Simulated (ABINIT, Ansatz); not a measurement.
An input for ABINIT 10.8.3 (Te2Mo (P6_3/mmc)):

```
acell 3*1.0 Angstrom
rprim 
  3.518200000003 -0.000000000001 0.000000000000
  -1.759100000001 3.046850575598 0.000000000000
  0.000000000000 0.000000000000 13.973600000000
ntypat 2
znucl 52 42
natom 6
typat 1 1 1 1 2 2
xred 
  0.333333333333 0.666666666667 0.621000000000
  0.666666666667 0.333333333333 0.121000000000
  0.333333333333 0.666666666667 0.879000000000
  0.666666666667 0.333333333333 0.379000000000
  0.333333333333 0.666666666667 0.250000000000
  0.666666666667 0.333333333333 0.750000000000
pp_dirpath "pseudos"
pseudos "Te.upf, Mo.upf"
ecut 39
ngkpt 3 3 1
nshiftk 1
shiftk 0 0 0
kptopt 1
chksymbreak 0
istwfk *1
occopt 1
irdwfk 1
optdriver 4
nband 342
gwcalctyp 0
ecutsigx 39
symsigma 1
nkptgw 2
kptgw 
  0.0000000000 0.0000000000 0.0000000000
  0.3333333333 0.3333333333 0.0000000000
bdgw 
  61 64
  61 64
ecuteps 5.2
irdscr 1
ppmodel 4
indata_prefix "in"
outdata_prefix "out"
tmpdata_prefix "tmp"
```

```sh
OMP_NUM_THREADS=1 mpirun -n 8 abinit run.abi > log
```

Question: How long will it take on 8 MPI ranks of Intel Xeon Platinum 8488C (Sapphire Rapids), shared host, and how much memory?

It took 16 s; on shared hardware allow 8 s to 32 s. Peak host memory was 2.5 GiB.

[Paths, hosts, dates, memory and timing lines, banners, echoed tables and standing remarks are left out of the program output.]

[Logs are printed without paths, hosts, clocks, repeated set-up lines and the standing remarks that a program may print on its own settings, such as how far it seeks lower states.]

[Runs of the session that timed out or met a known fault of the program may be left out.]

[Hosts, paths, dates, database ids (printed as entryN), source tags and the programs' standing remarks are cut or masked in the printed files.]

[G0W0 gaps are taken among the corrected bands and points alone; a level outside them can change the order at an edge.]

[Where Ansatz stands beside ABINIT at settings called matched, ABINIT's density can come from a denser mesh and the files from another edition; pairs whose starting gaps differed by over 0.03 eV were left out, so agreement reads better than it is.]
